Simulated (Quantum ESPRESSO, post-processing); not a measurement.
# In2Se2, 2 layers, AA' stacking: a series in biaxial strain, part 2 of 2

Aim: how the results for In2Se2, 2 layers, AA' stacking change with biaxial strain.

Quantum ESPRESSO 7.5; plane-wave DFT, PBE, GBRV ultrasoft pseudopotentials.

So far. Step 6 (Bands along a path, -4 %): Along this path the valence top lies between K and Γ and the conduction bottom at Γ. Step 7 (Relaxation with pw.x, -3 %): The relaxation lowers the energy by 8 meV an atom.

### Step 9. Relaxation with pw.x, 3 %

Level of this step: plane-wave DFT, PBE-D3(BJ), GBRV ultrasoft pseudopotentials (Quantum ESPRESSO 7.5).

Input file m7.relax.in:

```
&control
  prefix = 'm7.relax'
  outdir = './out'
  pseudo_dir = './pseudo'
  nstep = 40
  forc_conv_thr = 0.0003
  calculation = 'relax'
  tstress = .true.
/
&system
  ibrav = 0
  nat = 8
  ntyp = 2
  ecutwfc = 50
  ecutrho = 250
  vdw_corr = 'grimme-d3'
  dftd3_version = 4
  occupations = 'smearing'
  smearing = 'fd'
  degauss = 0.002
/
&electrons
  conv_thr = 1e-09
  mixing_beta = 0.4
  electron_maxstep = 120
  mixing_mode = 'plain'
/
&ions
/
ATOMIC_SPECIES
  Se  78.9710  se_pbe_v1.uspp.F.UPF
  In  114.8180  in_pbe_v1.4.uspp.F.UPF
CELL_PARAMETERS angstrom
  4.15136247721000 0.00000000000000 0.00000000000000
  -2.07568123809000 3.59518536587000 0.00000000000000
  0.00000000000000 0.00000000000000 28.48581892800000
ATOMIC_POSITIONS crystal
  Se  0.333333333300 0.666666666700 0.257762340200
  In  0.000000000000 0.000000000000 0.303148213300
  In  0.000000000000 0.000000000000 0.401242904200
  Se  0.333333333300 0.666666666700 0.446501148800
  Se  0.000000000000 0.000000000000 0.553498851200
  In  0.333333333300 0.666666666700 0.598757095800
  In  0.333333333300 0.666666666700 0.696851786700
  Se  0.000000000000 0.000000000000 0.742237659800
K_POINTS automatic
  12 12 1 0 0 0
```

The run is started by

```sh
> OMP_NUM_THREADS=1 mpirun -n 4 pw.x -nk 4 -in m7.relax.in > m7.relax.out
```

It took 38 min on 4 MPI ranks of Arm Neoverse V2, shared host; peak memory 1.6 GiB.

Relaxation path (22 of 24):

```
step  energy less that of the first step (eV)  largest force (eV/Å)
   1                                   0.0000                0.4143
   2                                  -0.0210                0.2912
   3                                  -0.0346                0.1965
   4                                  -0.0410                0.0953
   5                                  -0.0423                0.1086
   6                                  -0.0438                0.1080
   8                                  -0.0481                0.0578
   9                                  -0.0488                0.0194
  10                                  -0.0489                0.0174
  11                                  -0.0489                0.0168
  12                                  -0.0490                0.0190
  13                                  -0.0491                0.0216
  14                                  -0.0493                0.0246
  15                                  -0.0495                0.0282
  16                                  -0.0499                0.0325
  17                                  -0.0504                0.0375
  19                                  -0.0520                0.0481
  20                                  -0.0528                0.0509
  21                                  -0.0532                0.0451
  22                                  -0.0534                0.0336
  23                                  -0.0536                0.0081
  24                                  -0.0536                0.0010
```

The atoms that moved most (Å):

```
atom     dx     dy      dz  length
 Se8  0.000  0.000  -0.154   0.154
 Se1  0.000  0.000   0.154   0.154
 In6  0.000  0.000  -0.095   0.095
 In3  0.000  0.000   0.095   0.095
 In7  0.000  0.000  -0.086   0.086
 In2  0.000  0.000   0.086   0.086
 Se4  0.000  0.000   0.025   0.025
 Se5  0.000  0.000  -0.025   0.025
```

The relaxation lowers the energy by 7 meV an atom.

Numbers from this step:

* free energy: -9643.3126 eV
* Fermi energy: 1.167 eV

### Step 10. Ground state, 3 %

Level of this step: plane-wave DFT, PBE, GBRV ultrasoft pseudopotentials (Quantum ESPRESSO 7.5).

Input file m7.scf.in:

```
&control
  prefix = 'm7.scf'
  outdir = './out'
  pseudo_dir = './pseudo'
  calculation = 'scf'
  tprnfor = .true.
/
&system
  ibrav = 0
  nat = 8
  ntyp = 2
  ecutwfc = 40
  ecutrho = 200
  occupations = 'smearing'
  smearing = 'fd'
  degauss = 0.002
  nbnd = 42
/
&electrons
  conv_thr = 1e-09
  mixing_beta = 0.4
  electron_maxstep = 120
  mixing_mode = 'plain'
/
ATOMIC_SPECIES
  Se  78.9710  se_pbe_v1.uspp.F.UPF
  In  114.8180  in_pbe_v1.4.uspp.F.UPF
CELL_PARAMETERS angstrom
  4.15136247721000 0.00000000000000 0.00000000000000
  -2.07568123809000 3.59518536587000 0.00000000000000
  0.00000000000000 0.00000000000000 28.48581892800000
ATOMIC_POSITIONS crystal
  Se  0.333333333300 0.666666666700 0.263160786800
  In  0.000000000000 0.000000000000 0.306162686200
  In  0.000000000000 0.000000000000 0.404560765400
  Se  0.333333333300 0.666666666700 0.447369048800
  Se  0.000000000000 0.000000000000 0.552630951200
  In  0.333333333300 0.666666666700 0.595439234600
  In  0.333333333300 0.666666666700 0.693837313800
  Se  0.000000000000 0.000000000000 0.736839213200
K_POINTS automatic
  12 12 1 0 0 0
```

The run is started by

```sh
> OMP_NUM_THREADS=1 mpirun -n 4 pw.x -nk 4 -in m7.scf.in > m7.scf.out
```

Elapsed: 83 s, on 4 MPI ranks; peak memory 1.1 GiB.

This step gave:

- free energy: -9641.2064 eV
- valence top, on the run's zero: 0.8263 eV
- conduction bottom, on the run's zero: 1.446 eV
- gap by band count: 0.6201 eV

### Step 11. Relaxation with pw.x, 4 %

Level of this step: plane-wave DFT, PBE-D3(BJ), GBRV ultrasoft pseudopotentials (Quantum ESPRESSO 7.5).

Input file m8.relax.in:

```
&control
  prefix = 'm8.relax'
  outdir = './out'
  pseudo_dir = './pseudo'
  nstep = 40
  forc_conv_thr = 0.0003
  calculation = 'relax'
  tstress = .true.
/
&system
  ibrav = 0
  nat = 8
  ntyp = 2
  ecutwfc = 50
  ecutrho = 250
  vdw_corr = 'grimme-d3'
  dftd3_version = 4
  occupations = 'smearing'
  smearing = 'fd'
  degauss = 0.002
/
&electrons
  conv_thr = 1e-09
  mixing_beta = 0.4
  electron_maxstep = 120
  mixing_mode = 'plain'
/
&ions
/
ATOMIC_SPECIES
  Se  78.9710  se_pbe_v1.uspp.F.UPF
  In  114.8180  in_pbe_v1.4.uspp.F.UPF
CELL_PARAMETERS angstrom
  4.19166696728000 0.00000000000000 0.00000000000000
  -2.09583348312000 3.63009007816000 0.00000000000000
  0.00000000000000 0.00000000000000 28.48581892800000
ATOMIC_POSITIONS crystal
  Se  0.333333333300 0.666666666700 0.257762340200
  In  0.000000000000 0.000000000000 0.303148213300
  In  0.000000000000 0.000000000000 0.401242904200
  Se  0.333333333300 0.666666666700 0.446501148800
  Se  0.000000000000 0.000000000000 0.553498851200
  In  0.333333333300 0.666666666700 0.598757095800
  In  0.333333333300 0.666666666700 0.696851786700
  Se  0.000000000000 0.000000000000 0.742237659800
K_POINTS automatic
  12 12 1 0 0 0
```

The run is started by

```sh
> OMP_NUM_THREADS=1 mpirun -n 4 pw.x -nk 4 -in m8.relax.in > m8.relax.out
```

It took 37 min on 4 MPI ranks; peak memory 1.6 GiB.

Relaxation path (22 of 23):

```
step  energy less that of the first step (eV)  largest force (eV/Å)
   1                                   0.0000                0.5321
   2                                  -0.0346                0.3764
   3                                  -0.0577                0.2600
   4                                  -0.0696                0.1215
   5                                  -0.0716                0.1398
   6                                  -0.0742                0.1407
   7                                  -0.0778                0.1246
   8                                  -0.0818                0.0831
   9                                  -0.0835                0.0266
  10                                  -0.0835                0.0232
  11                                  -0.0836                0.0212
  13                                  -0.0840                0.0285
  14                                  -0.0843                0.0333
  15                                  -0.0848                0.0390
  16                                  -0.0856                0.0458
  17                                  -0.0866                0.0538
  18                                  -0.0880                0.0621
  19                                  -0.0895                0.0693
  20                                  -0.0905                0.0663
  21                                  -0.0913                0.0533
  22                                  -0.0921                0.0167
  23                                  -0.0922                0.0020
```

The atoms that moved most (Å):

```
atom     dx     dy      dz  length
 Se1  0.000  0.000   0.209   0.209
 Se8  0.000  0.000  -0.209   0.209
 In6  0.000  0.000  -0.130   0.130
 In3  0.000  0.000   0.130   0.130
 In7  0.000  0.000  -0.118   0.118
 In2  0.000  0.000   0.118   0.118
 Se4  0.000  0.000   0.036   0.036
 Se5  0.000  0.000  -0.036   0.036
```

The relaxation lowers the energy by 12 meV an atom.

This step gave:

* free energy: -9643.2427 eV
* Fermi energy: 1.013 eV

### Step 12. Ground state, 4 %

Level of this step: plane-wave DFT, PBE, GBRV ultrasoft pseudopotentials (Quantum ESPRESSO 7.5).

Input file m8.scf.in:

```
&control
  prefix = 'm8.scf'
  outdir = './out'
  pseudo_dir = './pseudo'
  calculation = 'scf'
  tprnfor = .true.
/
&system
  ibrav = 0
  nat = 8
  ntyp = 2
  ecutwfc = 40
  ecutrho = 200
  occupations = 'smearing'
  smearing = 'fd'
  degauss = 0.002
  nbnd = 42
/
&electrons
  conv_thr = 1e-09
  mixing_beta = 0.4
  electron_maxstep = 120
  mixing_mode = 'plain'
/
ATOMIC_SPECIES
  Se  78.9710  se_pbe_v1.uspp.F.UPF
  In  114.8180  in_pbe_v1.4.uspp.F.UPF
CELL_PARAMETERS angstrom
  4.19166696728000 0.00000000000000 0.00000000000000
  -2.09583348312000 3.63009007816000 0.00000000000000
  0.00000000000000 0.00000000000000 28.48581892800000
ATOMIC_POSITIONS crystal
  Se  0.333333333300 0.666666666700 0.265099604400
  In  0.000000000000 0.000000000000 0.307289803600
  In  0.000000000000 0.000000000000 0.405790009700
  Se  0.333333333300 0.666666666700 0.447749230500
  Se  0.000000000000 0.000000000000 0.552250769500
  In  0.333333333300 0.666666666700 0.594209990300
  In  0.333333333300 0.666666666700 0.692710196400
  Se  0.000000000000 0.000000000000 0.734900395600
K_POINTS automatic
  12 12 1 0 0 0
```

The run is started by

```sh
> OMP_NUM_THREADS=1 mpirun -n 4 pw.x -nk 4 -in m8.scf.in > m8.scf.out
```

It took 79 s on 4 MPI ranks; peak memory 1 GiB; 5.2 min of CPU time.

Numbers from this step:

| Property | Result |
| --- | --- |
| free energy | -9641.1635 eV |
| Fermi energy | 1.014 eV |
| valence top, on the run's zero | 0.7381 eV |
| conduction bottom, on the run's zero | 1.226 eV |
| gap by band count | 0.4877 eV |

### Step 13. The series side by side

The series in one table, energies over the lowest:

```
biaxial strain  energy (eV)  gap along the path (eV)  upper vacuum level over the valence top of the mesh (eV)  lower vacuum level over that top (eV)
          -4 %       0.2018                    1.684                                                      5.87                                   5.87
          -3 %       0.1110                    1.536                                                     5.819                                  5.819
          -2 %       0.0482                    1.382                                                      5.77                                   5.77
          -1 %       0.0118                    1.224                                                     5.718                                  5.718
           0 %       0.0000                    1.064                                                     5.669                                  5.669
           1 %       0.0115                   0.9228                                                     5.635                                  5.635
           2 %       0.0433                   0.7579                                                     5.589                                  5.589
           3 %       0.0951                   0.6145                                                     5.559                                  5.559
           4 %       0.1650                   0.4804                                                     5.537                                  5.537
```

### Step 14. Worked from the printed numbers

A parabola through the energies within ±2 % has E = 114.03 eV × ε² -0.100 eV × ε; for the curvature, over A = 14.068 Å² this is 114.03 × 1/14.068 × 16.02 = 130 N/m.

### Step 15. Results

```yaml
c11_c12: 130 N/m
gap_along_the_path_at_minus_4_and_at_4: 1.68, 0.48 eV
upper_vacuum_level_over_the_valence_top_of_the_mesh_at_minus_4_and_at_4: 5.87, 5.54 eV
lower_vacuum_level_over_that_top_at_minus_4_and_at_4: 5.87, 5.54 eV
```

In words: The series holds 9 members; C11 + C12: 130 N/m (PBE, GBRV ultrasoft; energies at PBE-D3(BJ), GBRV ultrasoft). The energy is lowest near zero strain. From -4 % to 4 % the gap along the path falls from 1.68 to 0.48 eV. From -4 % to 4 % the upper vacuum level over the valence top of the mesh falls from 5.87 to 5.54 eV. From -4 % to 4 % the lower vacuum level over that top falls from 5.87 to 5.54 eV. Semilocal gaps are too small; the 1×1 cell can't ripple over many cells under compression as a free sheet would. No spin-orbit coupling.

[Logs are printed without paths, hosts, clocks, repeated set-up lines and the standing remarks that a program may print on its own settings, such as how far it seeks lower states.]

[Hosts, paths, dates, database ids (printed as entryN), source tags and the programs' standing remarks are cut or masked in the printed files.]

[Maps of the electrostatic potential energy from Ansatz leave out the sawtooth potential of an applied field or a dipole correction, so their vacuum need not be flat; planar profiles and work functions include it.]
